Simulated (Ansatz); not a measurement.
# Phonons of AlN (F-43m) against volume, part 3 of 3

Aim: how do the optical modes of AlN (F-43m) move with volume?

Ansatz 0.2.0; DFT LDA, scalar-relativistic, plane waves, PAW; PAW set soft_1.

So far, mean static dielectric tensor (ions relaxed, fixed cell): step 4 (zone-centre response at rest) 8.36; step 6 (volume ratio 1.06) 8.95.

## Step 7: Ground state of a member: 0.9 times the volume at rest

The cell is set to 0.9 times the volume at rest; symmetry leaves nothing else free, so this is a single point.

input.yaml

```yaml
crystal:
  lattice:
    - [0.0, 2.0961205232, 2.0961205232]
    - [2.0961205232, 0.0, 2.0961205232]
    - [2.0961205232, 2.0961205232, 0.0]
  atoms:
    - { symbol: "N", position: [0.25, 0.25, 0.25] }
    - { symbol: Al, position: [0.0, 0.0, 0.0] }
kpoints:
  mp_grid: { grid: [12, 12, 12] }
hamiltonian:
  xc: lda
  pseudopotentials: { kind: paw, azcp: { folder: soft_1 }, xc_functional: pbe }
scf:
  occupations: { method: fixed }
output:
  forces: true
  stress: true
  eigenvalues: true
```

Launch:

```bash
$ ansatz run input.yaml --threads 4 --pin off --max-ram 10240MiB --backend cpu --events-out ev --progress --plain --runs-dir out
```

Numbers of over 12 decimals in the logs are rounded to 6 here.

Log:

```text
[...]
Crystal: 2 atoms, lattice volume = 18.420 Å³
Basis set: ecut = 420 eV, 339 PW (Γ)
Bands: 8, of which v1, the nominal top of the filled ones, is band 4 counted from 1 (3 counted from 0)
Symmetry: 24 space group operations
[...]
k-points: 72 of 1728 (time reversal used)
[...]
Free energy (F): -889.651975 eV
[...]
Internal energy: -889.651975 eV  (E = F + TS)
E sigma→0 (E₀):  -889.651975 eV
Fermi energy:    8.021163 eV
[...]
--- Stress (GPa, compression-positive) ---
       27.143058       0.000000      -0.000000
       -0.000000      27.143058       0.000000
       -0.000000       0.000000      27.143058
  P = ⅓ Tr σ = 27.1431 GPa (271.431 kbar)
--- Band table (eV; the first three rows and the last of 72) ---
[...]
[key lines of the parts left out:]
SCF converged after 7 iterations
```

Run time: 0.45 s. Hardware: 4 threads of AMD EPYC 7B13 (Zen 3), shared host; peak memory 0.32 GiB; 1.2 s of CPU time.

This step gave:

```yaml
pressure: 27.14 GPa
gap_on_the_k_mesh: 3.290 eV
volume_per_atom: 9.210 Å³
```

The forces vanish by symmetry, at a pressure of 27.14 GPa.

## Step 8: Zone-centre modes of the member: 0.9 times the volume at rest

The zone-centre modes follow for 0.9 times the volume at rest, with the response to a field.

input.yaml: that of step 7 with these lines changed.

```diff
@@ -16,4 +16,6 @@
 output:
-  forces: true
-  stress: true
   eigenvalues: true
+phonons:
+  method: dfpt
+  dielectric: true
+  rigid_motions: translations
```

Log:

```text
[...]
Crystal: 2 atoms, lattice volume = 18.420 Å³
Basis set: ecut = 420 eV, 339 PW (Γ), exchange–correlation on 40×40×40 points (8 copies of the dense FFT grid, shifted against one another)
Bands: 8, of which v1, the nominal top of the filled ones, is band 4 counted from 1 (3 counted from 0)
Symmetry: 24 space group operations
k-points: 280 of 1728 (irreducible under 4 space group operations, time reversal used)
[...]
optical modes at Γ + LO–TO along q̂ = [1.0000, 0.0000, 0.0000]:
      ω (cm⁻¹)  modes    IR ((D/Å)²/amu)
[...]
optical modes at Γ + LO–TO along q̂ = [0.0000, 1.0000, 0.0000]:
      ω (cm⁻¹)  modes    IR ((D/Å)²/amu)
        770.18      2            32.0504
       1007.60      1            16.0252
  optical modes at Γ + LO–TO along q̂ = [0.0000, 0.0000, 1.0000]:
      ω (cm⁻¹)  modes    IR ((D/Å)²/amu)
        770.18      2            32.0504
       1007.60      1            16.0252
[key lines of the parts left out:]
SCF converged after 8 iterations
Free energy (F): -889.651976 eV
Fermi energy:    8.021131 eV
```

It took 4.3 s on 4 threads; peak memory 0.47 GiB.

This step gave:

| Property | Result |
| --- | --- |
| sum-rule residual before enforcement | 8.20e-5 eV/Å² |
| miss of the charge sum rule | 3.67e-6 e |
| highest optical mode at the zone centre (no LO-TO term) | 770.2 cm⁻¹ |
| lowest optical zone-centre mode | 770.2 cm⁻¹ |
| mean high-frequency dielectric constant | 4.396 |
| largest Born charge (third of the trace) | -2.531 e |
| mean static dielectric constant | 7.524 |
| top of the zone-centre spectrum with the field | 1008 cm⁻¹ |

Without the LO-TO term. Patterns of degenerate modes are one choice out of their space. The modes at Γ (shares of kinetic energy by element, %):

```tsv
mode	frequency (cm⁻¹)	symmetry	N %	Al %
1	0.0	acoustic	34	66
2	0.0	acoustic	34	66
3	0.0	acoustic	34	66
4	770.2	T2	66	34
5	770.2	T2	66	34
6	770.2	T2	66	34
```

Transverse modes. Lines of the infrared spectrum (strongest = 100):

```tsv
position (cm⁻¹)	label	relative intensity
770	T2	100
```

The optical mode without the LO-TO term lies at 770.2 cm⁻¹.

Between step 4 and this run (volume ratio 0.9) the value for the mean static dielectric tensor (ions relaxed, fixed cell) moves from 8.36 to 7.52 (-10 %).

## Step 9: The series together

The members are set side by side, also those not shown above.

Each row is one cell with its response, relaxed at fixed volume as far as symmetry leaves anything free; energies are extrapolated to zero smearing, and E0 is that at rest; shape and atoms are relaxed in each cell where symmetry leaves them free. State of the crystal along the series:

```tsv
volume ratio	V (Å³/atom)	pressure (GPa)	E - E0 (meV/atom)	gap on mesh (eV)	ε∞	ε0	largest Born charge in size, a third of the trace (e)	top mode with the field, highest of q along x, y and z (cm⁻¹)
0.9	9.21	27.14	79.63	3.29	4.396	7.524	2.531	1008
0.92	9.414	20.6	49.2	3.282	4.421	7.677	2.534	985
0.94	9.619	14.67	26.74	3.274	4.448	7.837	2.536	963.2
0.96	9.824	9.295	11.49	3.267	4.476	8.003	2.539	942.2
0.98	10.03	4.423	2.767	3.258	4.507	8.176	2.542	921.9
0.99	10.13	2.158	0.6826	3.254	4.523	8.265	2.543	912
1	10.23	8.68e-4	0	3.25	4.539	8.357	2.544	902.3
1.02	10.44	-4.006	2.617	3.24	4.573	8.545	2.547	883.3
1.04	10.64	-7.644	10.09	3.23	4.609	8.741	2.55	864.9
1.06	10.85	-10.94	21.97	3.22	4.647	8.945	2.552	847.1
```

Without the LO-TO term; each mode is tracked from rest by its pattern, and modes that stay within 0.3 cm⁻¹ of each other stand once; shape and atoms are relaxed in each cell where symmetry leaves them free. Optical modes along the series:

```tsv
V (Å³/atom)	mode 4 T2 (cm⁻¹)
9.21	770.2
9.414	747.5
9.619	725.7
9.824	704.7
10.03	684.5
10.13	674.6
10.23	665
10.44	646.2
10.64	628.1
10.85	610.6
```

From cubic fits (parabolas where under five rows exist) of ln ω and P against ln V through the rows within about 4 % of rest: γ = −d ln ω / d ln V and dω/dP = γ ω / B. Slopes at rest:

```tsv
mode	fitted frequency at rest (cm⁻¹)	Grüneisen parameter γ	dω/dP (cm⁻¹/GPa)
mode 4 T2	665	1.43	4.54
longitudinal mode	902.3	1.07	4.58
```

## Step 10: Outcome

```
members                                                          : 10
highest optical mode at the zone centre (no LO-TO term), at rest : 665.0 cm⁻¹
bulk modulus at rest                                             : 210 GPa
mode 4 T2, γ                                                     : 1.43
longitudinal mode, γ                                             : 1.07
```

What this shows: The series spans -10.9 to 27.1 GPa, and the slope at rest gives a bulk modulus of 210 GPa. The transverse optical mode has γ = 1.43 and moves by 4.5 cm⁻¹ for each GPa, the longitudinal one has γ = 1.07 and moves by 4.6. ε∞ is 4.54 at rest, with d ln ε∞ / d ln V = 0.37. One k mesh and one cutoff serve the ground states and modes of all volumes; the field response picks its own mesh. These are harmonic frequencies at zero temperature: anharmonic shifts, linewidths and thermal expansion are left out. The PAW files were made for PBE; the program adapts parts of them to the functional of the run, but their partial waves stay those of PBE, an approximation that was not tested in this session. Only the zone centre was solved, so an instability at another wavevector cannot show here.

[Logs are printed without paths, hosts, clocks, repeated set-up lines and the standing remarks that a program may print on its own settings, such as how far it seeks lower states.]

[Hosts, paths, dates, database ids (printed as entryN), source tags and the programs' standing remarks are cut or masked in the printed files.]
